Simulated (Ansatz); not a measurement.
**Electron scattering at the twin(10-11) boundary in hcp Ru**

Wanted: what the twin(10-11) boundary in hcp Ru costs an interconnect.

Program: Ansatz 0.2.0. Level of theory: Ansatz plane-wave DFT, PBE, PAW files; relaxation of a bicrystal slab with its lowest layers held; PAW set soft_1, in the first sound run; inputs show where later runs differ. Results are calculated unless marked as measured.

## Step 1: The structure

The cell holds 20 atoms: 20 Ru. Cell: a = 5.065 Å, b = 2.706 Å, c = 30.186 Å, α = 90.0°, β = 90.0°, γ = 74.5°. It derives from Ru. built on the (1 0 1) plane; 2 overlapping atoms removed and the grains opened by 0 Å. Vacuum lies along c.

## Step 2: Relaxing the bicrystal

The boundary is built by mirroring the lower grain in the boundary plane and removing any atoms that overlap. A thin bicrystal slab is relaxed first, with the lowest layers held and the upper grain free to shift and open.

input.yaml reads:

```yaml
crystal:
  lattice:
    - [5.0651773167, 0.0, 0.0]
    - [0.7227144463, 2.6074963987, 0.0]
    - [0.0, 0.0, 30.1856688041]
  atoms:
    - { symbol: Ru, position: [0.671864908, 0.4557342127, 0.1656415179] }
    - { symbol: Ru, position: [0.1334538702, 0.7249397315, 0.1769913154] }
    - { symbol: Ru, position: [0.441398681, 0.0709673262, 0.233740303] }
    - { symbol: Ru, position: [0.9029876432, 0.340172845, 0.2450901005] }
    - { symbol: Ru, position: [0.210932454, 0.6862004397, 0.301839088] }
    - { symbol: Ru, position: [0.6725214162, 0.9554059585, 0.3131888855] }
    - { symbol: Ru, position: [0.980466227, 0.3014335532, 0.3699378731] }
    - { symbol: Ru, position: [0.4420551892, 0.570639072, 0.3812876706] }
    - { symbol: Ru, position: [0.75, 0.9166666667, 0.4380366582] }
    - { symbol: Ru, position: [0.2115889622, 0.1858721855, 0.4493864557] }
    - { symbol: Ru, position: [0.4420551892, 0.570639072, 0.5174852407] }
    - { symbol: Ru, position: [0.980466227, 0.3014335532, 0.5288350382] }
    - { symbol: Ru, position: [0.6725214162, 0.9554059585, 0.5855840258] }
    - { symbol: Ru, position: [0.210932454, 0.6862004397, 0.5969338233] }
    - { symbol: Ru, position: [0.9029876432, 0.340172845, 0.6536828109] }
    - { symbol: Ru, position: [0.441398681, 0.0709673262, 0.6650326084] }
    - { symbol: Ru, position: [0.1334538702, 0.7249397315, 0.7217815959] }
    - { symbol: Ru, position: [0.671864908, 0.4557342127, 0.7331313934] }
    - { symbol: Ru, position: [0.3639200972, 0.109706618, 0.789880381] }
    - { symbol: Ru, position: [0.902331135, 0.8405010992, 0.8012301785] }
kpoints:
  mp_grid: { grid: [9, 9, 1] }
hamiltonian:
  xc: pbe
  pseudopotentials: { kind: paw, azcp: { folder: soft_1 } }
scf:
  occupations: { method: fermi_dirac, width: 0.1 }
relax:
  f_tol: 0.03
  max_steps: 80
  constraints: [{ sites: [0, 1, 2, 3] }]
```

Command:

```
$ ansatz run input.yaml --threads 4 --pin off --max-ram 15360MiB --backend cpu --events-out ev --progress --plain --runs-dir out
```

Numbers of over 12 decimals in the logs are rounded to 6 here.

The log of the run:

```text
Engine: ansatz 0.2.0, aarch64-unknown-linux-gnu
Pseudopotentials: kind: paw
Pseudopotential: Ru, paw, valence charge 16, recommended cutoff 420 eV (normal), soft_1/Ru.paw.azcp
Functional definition: PBE
  parameter kappa = 0.804
  parameter beta = 0.066725
  exchange = pbe_x(kappa = kappa, mu = beta*pi^2/3)
  correlation = pbe_c(beta = beta)
Crystal: 20 atoms, lattice volume = 398.675 Å³
Basis set: ecut = 420 eV, 7873 PW (Γ), exchange–correlation on 72×40×432 points (8 copies of the dense FFT grid, shifted against one another)
Bands: 192, of which v1, the nominal top of the filled ones, is band 160 counted from 1 (159 counted from 0)
Symmetry: 2 space group operations
Space group: Cm (ITA 8), of the structure as read, at distance tolerance 7.4e-5 Å
k-points: 25 of 81 (time reversal used)
Non-local potential: Ru, projectors of the file, l = 0: 3, l = 1: 2, l = 2: 2, l = 3: 1
PAW form: soft (Blöchl's): semilocal exchange-correlation on the pseudo side does not see the compensation charge
PAW one-centre angular grid: Ru, 590 points (default); XC on 64 Gauss nodes
Initial density: superposition of atomic densities (neutral atoms: chi_scale 0, normalization atom)
Initial wavefunctions: pseudopotential atomic-orbital guess
Functional: x = pbe(κ = 0.804, μ = 0.219515), c = pbe(β = 0.066725)
SCF iter   1: F=—  HF=-117581.741582 eV  |F-HF|=—  |Δ(HF+E_count)|=         —  Δρ=9.79e-2  dr2=6.76e1  ethr=3.10e-3  ⟨swp⟩=7.4  Hψ=18306  notcnv=0  defer=5
preconditioner: auto → LDOS  [metal: Δε(μ)=0.016 eV  Ē_g=4.972 eV  σ=0.100 eV  W_gap=0.04  n_scr=124 (ndim 8)  ℏωp=23.5 eV  f_vac=0.271  D(μ)=18.58/eV (n_scr^D=162)  β→1.0]
SCF iter   2: F=—  HF=-117583.794935 eV  |F-HF|=—  |Δ(HF+E_count)|=    2.05e0  Δρ=1.05e-1  dr2=5.28e1  ethr=3.10e-3  ⟨swp⟩=3.9  Hψ=13295  notcnv=0  defer=21
SCF iter   3: F=—  HF=-117569.137000 eV  |F-HF|=—  |Δ(HF+E_count)|=    1.47e1  Δρ=6.50e-3  dr2=1.76e-1  ethr=3.10e-3  ⟨swp⟩=3.0  Hψ=11625  notcnv=0  defer=35
SCF iter   4: F=—  HF=-117569.098645 eV  |F-HF|=—  |Δ(HF+E_count)|=   3.84e-2  Δρ=3.05e-3  dr2=8.16e-2  ethr=5.50e-5  ⟨swp⟩=3.2  Hψ=11462  notcnv=0  defer=35
SCF iter   5: F=—  HF=-117569.081241 eV  |F-HF|=—  |Δ(HF+E_count)|=   1.74e-2  Δρ=9.07e-4  dr2=4.26e-3  ethr=2.55e-5  ⟨swp⟩=2.1  Hψ=7091  notcnv=0  defer=35
SCF iter   6: F=—  HF=-117569.083466 eV  |F-HF|=—  |Δ(HF+E_count)|=   2.23e-3  Δρ=3.22e-4  dr2=6.96e-4  ethr=1.33e-6  ⟨swp⟩=3.2  Hψ=10238  notcnv=0  defer=35
SCF iter   7: F=—  HF=-117569.083568 eV  |F-HF|=—  |Δ(HF+E_count)|=   1.02e-4  Δρ=1.19e-4  dr2=1.51e-4  ethr=2.18e-7  ⟨swp⟩=2.0  Hψ=6888  notcnv=0  defer=35
SCF iter   8: F=-117569.083562 eV  HF=-117569.083564 eV  |F-HF|=1.36e-6  |Δ(HF+E_count)|=   4.58e-6  Δρ=4.56e-5  dr2=1.44e-5  ethr=7.03e-9  ⟨swp⟩=3.8  Hψ=19099  notcnv=0
SCF 1 converged in 8 iterations: F = -117569.083562 eV  dr2 = 1.44e-5
  greatest PAW one-centre occupation: 1.000 electrons in one spin orbital (limit 2), on the Ru atom at site 12 (counted from 0), in its partial waves of l = 0
relax step   1: F+E_penalty+E_count = -117569.08356231 eV  Δ(F+E_penalty+E_count) = +0.000e0 eV  max|allowed force component| = 1.392e0 eV/Å  Δτ_max = 0.0000 Å  (8 SCF iters, dr2 threshold 2.25e-5 eV, accepted)
Initial density: handed on by an earlier stage of this run
Initial wavefunctions: those handed on with the density
iter 1 solved again at ethr=3.90e-4 eV; its pass at ethr=3.10e-3 eV (dr2=1.25e0 eV) is discarded
SCF iter   1: F=—  HF=-117569.577922 eV  |F-HF|=—  |Δ(HF+E_count)|=         —  Δρ=1.01e-2  dr2=1.25e0  ethr=3.90e-4  ⟨swp⟩=1.2  Hψ=17255  notcnv=0  defer=20
preconditioner: auto → LDOS  [metal: Δε(μ)=0.028 eV  Ē_g=4.557 eV  σ=0.100 eV  W_gap=0.07  n_scr=124 (ndim 8)  ℏωp=23.5 eV  f_vac=0.273  D(μ)=20.87/eV (n_scr^D=212)  β→1.0]
SCF iter   2: F=—  HF=-117569.538053 eV  |F-HF|=—  |Δ(HF+E_count)|=   3.99e-2  Δρ=4.86e-3  dr2=1.55e-1  ethr=3.90e-4  ⟨swp⟩=2.0  Hψ=7430  notcnv=0  defer=20
SCF iter   3: F=—  HF=-117569.516489 eV  |F-HF|=—  |Δ(HF+E_count)|=   2.16e-2  Δρ=2.47e-3  dr2=5.52e-2  ethr=4.85e-5  ⟨swp⟩=3.0  Hψ=10823  notcnv=0  defer=20
SCF iter   4: F=—  HF=-117569.503457 eV  |F-HF|=—  |Δ(HF+E_count)|=   1.30e-2  Δρ=3.96e-4  dr2=8.88e-4  ethr=1.72e-5  ⟨swp⟩=2.2  Hψ=7080  notcnv=0  defer=22
SCF iter   5: F=—  HF=-117569.503401 eV  |F-HF|=—  |Δ(HF+E_count)|=   5.55e-5  Δρ=1.26e-4  dr2=8.02e-5  ethr=3.13e-8  ⟨swp⟩=3.5  Hψ=21844  notcnv=0
SCF iter   6: F=-117569.503407 eV  HF=-117569.503411 eV  |F-HF|=4.06e-6  |Δ(HF+E_count)|=   9.69e-6  Δρ=4.79e-5  dr2=1.09e-5  ethr=2.51e-8  ⟨swp⟩=4.0  Hψ=13407  notcnv=0
SCF 2 converged in 6 iterations: F = -117569.503407 eV  dr2 = 1.09e-5
  greatest PAW one-centre occupation: 1.000 electrons in one spin orbital (limit 2), on the Ru atom at site 9 (counted from 0), in its partial waves of l = 0
relax step   2: F+E_penalty+E_count = -117569.50340711 eV  Δ(F+E_penalty+E_count) = -4.198e-1 eV  max|allowed force component| = 6.521e-1 eV/Å  Δτ_max = 0.1949 Å  (6 SCF iters, dr2 threshold 1.00e-4 eV, accepted)
SCF iter   1: F=—  HF=-117570.001699 eV  |F-HF|=—  |Δ(HF+E_count)|=         —  Δρ=2.23e-2  dr2=1.78e1  ethr=3.10e-3  ⟨swp⟩=5.9  Hψ=13097  notcnv=0  defer=5
preconditioner: auto → LDOS  [metal: Δε(μ)=0.009 eV  Ē_g=4.618 eV  σ=0.100 eV  W_gap=0.02  n_scr=124 (ndim 8)  ℏωp=23.5 eV  f_vac=0.279  D(μ)=20.55/eV (n_scr^D=208)  β→1.0]
SCF iter   2: F=—  HF=-117569.766583 eV  |F-HF|=—  |Δ(HF+E_count)|=   2.35e-1  Δρ=1.05e-2  dr2=7.23e-1  ethr=3.10e-3  ⟨swp⟩=2.0  Hψ=6857  notcnv=0  defer=22
SCF iter   3: F=—  HF=-117569.683708 eV  |F-HF|=—  |Δ(HF+E_count)|=   8.29e-2  Δρ=6.92e-3  dr2=3.71e-1  ethr=2.26e-4  ⟨swp⟩=3.0  Hψ=10985  notcnv=0  defer=22
SCF iter   4: F=—  HF=-117569.614400 eV  |F-HF|=—  |Δ(HF+E_count)|=   6.93e-2  Δρ=9.31e-4  dr2=8.70e-3  ethr=1.16e-4  ⟨swp⟩=2.2  Hψ=8831  notcnv=0  defer=22
SCF iter   5: F=—  HF=-117569.613146 eV  |F-HF|=—  |Δ(HF+E_count)|=   1.25e-3  Δρ=2.59e-4  dr2=1.24e-3  ethr=2.72e-6  ⟨swp⟩=3.0  Hψ=9304  notcnv=0  defer=22
SCF iter   6: F=—  HF=-117569.613245 eV  |F-HF|=—  |Δ(HF+E_count)|=   9.88e-5  Δρ=1.01e-4  dr2=7.48e-5  ethr=3.88e-7  ⟨swp⟩=1.5  Hψ=4826  notcnv=0  defer=22
SCF iter   7: F=-117569.613274 eV  HF=-117569.613280 eV  |F-HF|=6.59e-6  |Δ(HF+E_count)|=   3.53e-5  Δρ=2.90e-5  dr2=9.71e-6  ethr=8.31e-9  ⟨swp⟩=5.4  Hψ=17083  notcnv=0
SCF 3 converged in 7 iterations: F = -117569.613274 eV  dr2 = 9.71e-6
relax step   3: F+E_penalty+E_count = -117569.61327356 eV  Δ(F+E_penalty+E_count) = -1.099e-1 eV  max|allowed force component| = 3.027e-1 eV/Å  Δτ_max = 0.1975 Å  (7 SCF iters, dr2 threshold 2.66e-5 eV, accepted)
[...]
relax step   4: F+E_penalty+E_count = -117569.62587782 eV  Δ(F+E_penalty+E_count) = -1.260e-2 eV  max|allowed force component| = 1.111e-1 eV/Å  Δτ_max = 0.0470 Å  (6 SCF iters, dr2 threshold 1.97e-5 eV, accepted)
[...]
relax step   5: F+E_penalty+E_count = -117569.62785926 eV  Δ(F+E_penalty+E_count) = -1.981e-3 eV  max|allowed force component| = 2.327e-2 eV/Å  Δτ_max = 0.0137 Å  (5 SCF iters, dr2 threshold 1.66e-6 eV, accepted)
iter 1 solved again at ethr=1.60e-10 eV; its pass at ethr=3.10e-3 eV (dr2=5.11e-7 eV) is discarded
SCF iter   1: F=—  HF=-117569.627865 eV  |F-HF|=—  |Δ(HF+E_count)|=         —  Δρ=1.05e-5  dr2=5.12e-7  ethr=1.60e-10  ⟨swp⟩=2.5  Hψ=11541  notcnv=0  defer=23
preconditioner: auto → LDOS  [metal: Δε(μ)=0.016 eV  Ē_g=4.600 eV  σ=0.100 eV  W_gap=0.04  n_scr=124 (ndim 8)  ℏωp=23.5 eV  f_vac=0.279  D(μ)=20.36/eV (n_scr^D=192)  β→1.0]
SCF iter   2: F=—  HF=-117569.627860 eV  |F-HF|=—  |Δ(HF+E_count)|=   5.77e-6  Δρ=6.21e-6  dr2=3.07e-7  ethr=1.60e-10  ⟨swp⟩=2.8  Hψ=9824  notcnv=0  defer=23
SCF iter   3: F=-117569.627860 eV  HF=-117569.627860 eV  |F-HF|=3.01e-8  |Δ(HF+E_count)|=   6.31e-8  Δρ=2.63e-6  dr2=6.61e-8  ethr=3.13e-11  ⟨swp⟩=3.2  Hψ=20559  notcnv=0
SCF 6 converged in 3 iterations: F = -117569.627860 eV  dr2 = 6.61e-8
relax step   6: F+E_penalty+E_count = -117569.62785954 eV  Δ(F+E_penalty+E_count) = -2.811e-7 eV  max|allowed force component| = 2.332e-2 eV/Å  Δτ_max = 0.0000 Å  (3 SCF iters, accepted)
SCF converged after 3 iterations
Free energy (F): -117569.627860 eV
Harris-Foulkes:  -117569.627860 eV  (|F-HF|=3.01e-8)
Internal energy: -117568.958694 eV  (E = F + TS)
E sigma→0 (E₀):  -117569.293277 eV
Entropy (-TS):   -0.669165 eV (-33.458 meV/atom)
Fermi energy:    14.361196 eV
--- Per-component energies (eV) ---
  E_band       = -3962.978195
  E_kinetic    = 9189.264138
  E_local      = -372632.339018  (includes V_loc(G=0)·N_el)
  E_nonlocal   = 8260.282121
  E_hartree    = 180615.969991
  E_xc         = -3391.751699
  E_vxc        = -4288.274624  (∫ρ·V_xc dr)
  E_paw        = -70032.216784  (= ΣΔE_a)
  E_vpaw       = -5723.845653  (= ΣTr[D̂ρ^β])
  E_aug_tail   = 0.012684  (compensation charges beyond the density's cutoff)
  E_ewald      = 130421.819873
  E_smearing   = -0.669165  (= −TS)
  E_closure    = -0.000000  (closes the sum)
  Σ components = -117569.627860   (vs F -117569.627860, Δ=0.00e0)
--- Forces (eV/Å), atoms counted from 1 ---
  atom   1  Ru     0.14103313    -0.03908986     0.90394530
  atom   2  Ru    -0.16260133     0.04506788     0.25501031
  atom   3  Ru     0.18928057    -0.05246251    -0.43693764
  atom   4  Ru    -0.16693434     0.04626885    -0.72555991
  atom   5  Ru    -0.00318812     0.00088365    -0.00110027
  atom   6  Ru     0.00043995    -0.00012194    -0.00287647
  atom   7  Ru     0.00797867    -0.00221143     0.00035208
  atom   8  Ru    -0.00053328     0.00014781     0.00540174
  atom   9  Ru    -0.00508158     0.00140845     0.00206917
  atom  10  Ru     0.00349691    -0.00096923     0.00592716
  atom  11  Ru    -0.00215291     0.00059672     0.00472413
  atom  12  Ru    -0.00135969     0.00037686    -0.00536514
  atom  13  Ru    -0.00430989     0.00119456    -0.00547204
  atom  14  Ru     0.00097784    -0.00027103    -0.00173261
  atom  15  Ru     0.00523785    -0.00145176     0.00387160
  atom  16  Ru     0.00025459    -0.00007056     0.00195501
  atom  17  Ru     0.01020811    -0.00282936    -0.01867968
  atom  18  Ru    -0.00097558     0.00027040     0.00065008
  atom  19  Ru    -0.00575145     0.00159412    -0.00949868
  atom  20  Ru    -0.00601280     0.00166656     0.02332282
  max |Σ_I F_I| component: 6.95e-6 eV/Å
--- Relaxed structure (6 steps of the walk, 6 accepted, 0 SCFs on fresh bases) ---
  F+E_penalty+E_count = -117569.62785954 eV   max|allowed force component| = 2.332e-2 eV/Å
  atoms:
    - { symbol: Ru, position: [0.671864908, 0.455734, 0.165642] }
    - { symbol: Ru, position: [0.133454, 0.724940, 0.176991] }
    - { symbol: Ru, position: [0.441399, 0.070967, 0.233740] }
    - { symbol: Ru, position: [0.9029876432, 0.340173, 0.245090] }
    - { symbol: Ru, position: [0.209155, 0.687089, 0.303040] }
    - { symbol: Ru, position: [0.671079, 0.956127, 0.313675] }
    - { symbol: Ru, position: [0.977223, 0.303055, 0.370433] }
    - { symbol: Ru, position: [0.447529, 0.567902, 0.383654] }
    - { symbol: Ru, position: [0.742149, 0.920592, 0.446791] }
    - { symbol: Ru, position: [0.202517, 0.190408, 0.446602] }
    - { symbol: Ru, position: [0.447409, 0.567962, 0.509803] }
    - { symbol: Ru, position: [0.976955, 0.303189, 0.522718] }
    - { symbol: Ru, position: [0.670727, 0.956303, 0.579606] }
    - { symbol: Ru, position: [0.208517, 0.687408, 0.590469] }
    - { symbol: Ru, position: [0.901858, 0.340738, 0.647684] }
    - { symbol: Ru, position: [0.440130, 0.071601, 0.659227] }
    - { symbol: Ru, position: [0.134863, 0.724235, 0.717599] }
    - { symbol: Ru, position: [0.675049, 0.454142, 0.728279] }
    - { symbol: Ru, position: [0.361164, 0.111085, 0.783929] }
    - { symbol: Ru, position: [0.905373, 0.838980, 0.793354] }
```

Elapsed: 5.5 min, on 4 threads of Arm Neoverse V1, shared host; peak memory 2.4 GiB.

The steps of the relaxation:

| step | energy less that of the first step (eV) | largest force component (eV/Å) |
| --- | --- | --- |
| 1 | 0.0000 | 1.3918 |
| 2 | -0.4198 | 0.6521 |
| 3 | -0.5297 | 0.3027 |
| 4 | -0.5423 | 0.1111 |
| 5 | -0.5443 | 0.0233 |
| 6 | -0.5443 | 0.0233 |

The run keeps the 2 symmetry operations that it works with, so distortions that break them were not tested.

The atoms that moved most (Å):

| atom | dx | dy | dz | length |
| --- | --- | --- | --- | --- |
| Ru9 | -0.037 | 0.010 | 0.264 | 0.267 |
| Ru20 | 0.014 | -0.004 | -0.238 | 0.238 |
| Ru11 | 0.025 | -0.007 | -0.232 | 0.233 |
| Ru14 | -0.011 | 0.003 | -0.195 | 0.196 |
| Ru12 | -0.017 | 0.005 | -0.185 | 0.185 |
| Ru15 | -0.005 | 0.001 | -0.181 | 0.181 |
| Ru13 | -0.008 | 0.002 | -0.180 | 0.181 |
| Ru19 | -0.013 | 0.004 | -0.180 | 0.180 |

Numbers from this step:

* free energy: -117569.6279 eV
* energy at zero smearing: -117569.2933 eV
* Fermi energy: 14.36 eV

The largest force component on a free atom ends at 0.023 eV/Å, under the tolerance of 0.03, after 6 steps.

(Part 1 of 2 ends here.)

[Logs are printed without paths, hosts, clocks, repeated set-up lines and the standing remarks that a program may print on its own settings, such as how far it seeks lower states.]

[Hosts, paths, dates, database ids (printed as entryN), source tags and the programs' standing remarks are cut or masked in the printed files.]
